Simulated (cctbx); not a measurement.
# Diagnosing a refinement

Cell a = 10.6210 Å, b = 10.6210 Å, c = 10.6210 Å, α = 90.00°, β = 90.00°, γ = 90.00°; space group Fd-3m (no. 227, origin choice 1). The compound is TiMn2S4.

The data are simulated with cctbx, not measured: synchrotron X-rays, λ = 0.7749 Å, to d = 0.7 Å, 80 % of the full sphere, strongest reflection 70000 counts, noise from counting, a 4 % proportional error and a noise floor of 4 counts (s.d.); no absorption.

An anisotropic refinement with weights 1/σ² prints:

```text
Rint 0.034, 114 unique reflections to 0.70 A
cycle     R1     wR2    GooF  max shift (A)
   1  0.6330  0.9239  79.555   0.02147
   3  0.3452  0.5889  50.707   0.00013
final R1 0.3446 wR2 0.5889 GooF 50.706  parameters 6  data/parameter 19.0
atom        x        y        z      Ueq    occ   su(xyz)  su(Uiso or U11)
Mn1    0.37500  0.62500  0.37500  -0.0287  1.000  0.00000  0.0034  NPD
Ti1    0.50000  0.00000  0.50000  -0.0296  1.000  0.00000  0.0037  NPD
Cr1    0.63805  0.13805  0.36195  -0.0142  1.000  0.00052  0.0039  NPD
difference map: max 114.21 min -6.25 rms 7.52
Q1    0.1250  0.1250  0.6250   16  114.21  0.00 A from Mn1
Q2    0.0000  0.0000  0.0000    8   87.43  0.00 A from Ti1
Q3    0.1171  0.1171  0.3829   32   60.38  0.09 A from Cr1
Q4    0.0081  0.1346  0.6346   96    2.81  1.25 A from Mn1
Q5    0.0172  0.0922  0.5922   96    2.71  1.25 A from Mn1
Q6    0.0345  0.0345  0.4655   32    2.43  1.42 A from Cr1
```

Q: Accept it or mend it, and why?

Mend it. The fault: wrong element: Cr1 is S. Against the right model at the same level, R1 goes from 0.0051 to 0.3446 and GooF from 0.95 to 50.71, U of Cr1 shrinks from 0.0048 to -0.0142 Å², U of Ti1 shrinks from 0.0042 to -0.0296 Å², U of Mn1 shrinks from 0.0036 to -0.0287 Å², the top difference peak, 114.2 e/Å³, lies on Mn1 and Mn1, Ti1 and Cr1 go non-positive-definite. Cr1 has 8 electrons too many, yet its U moves the other way: dispersion, the scale or a false minimum can outweigh the electron count.

The compound is TiMn2S4. The right model at the same level gives:

```text
Rint 0.034, 114 unique reflections to 0.70 A
cycle     R1     wR2    GooF  max shift (A)
   1  0.0060  0.0172   1.481   0.00021
   2  0.0051  0.0110   0.948   0.00000
final R1 0.0051 wR2 0.0110 GooF 0.948  parameters 6  data/parameter 19.0
atom        x        y        z      Ueq    occ   su(xyz)  su(Uiso or U11)
Mn1    0.37500  0.62500  0.37500   0.0036  1.000  0.00000  0.0001
Ti1    0.50000  0.00000  0.50000   0.0042  1.000  0.00000  0.0001
S1     0.63681  0.13681  0.36319   0.0048  1.000  0.00001  0.0001
difference map: max 0.17 min -0.11 rms 0.03
Q1    0.9940  0.1257  0.3743   96    0.17  1.26 A from Mn1
Q2    0.0000  0.0000  0.5000    8    0.17  2.08 A from S1
Q3    0.0581  0.0581  0.8739   96    0.10  1.19 A from S1
Q4    0.0000  0.0000  0.1172   48    0.09  1.24 A from Ti1
Q5    0.0572  0.1494  0.1494   96    0.08  2.07 A from S1
Q6    0.0312  0.1172  0.8828   96    0.07  1.16 A from S1
```

The model is made up (kin elements in a known structure type, no relaxation), so it says nothing on whether the phase exists.

[Middle refinement cycles are left out of these outputs.]

[Logs are printed without paths, hosts, clocks, repeated set-up lines and the standing remarks that a program may print on its own settings, such as how far it seeks lower states.]
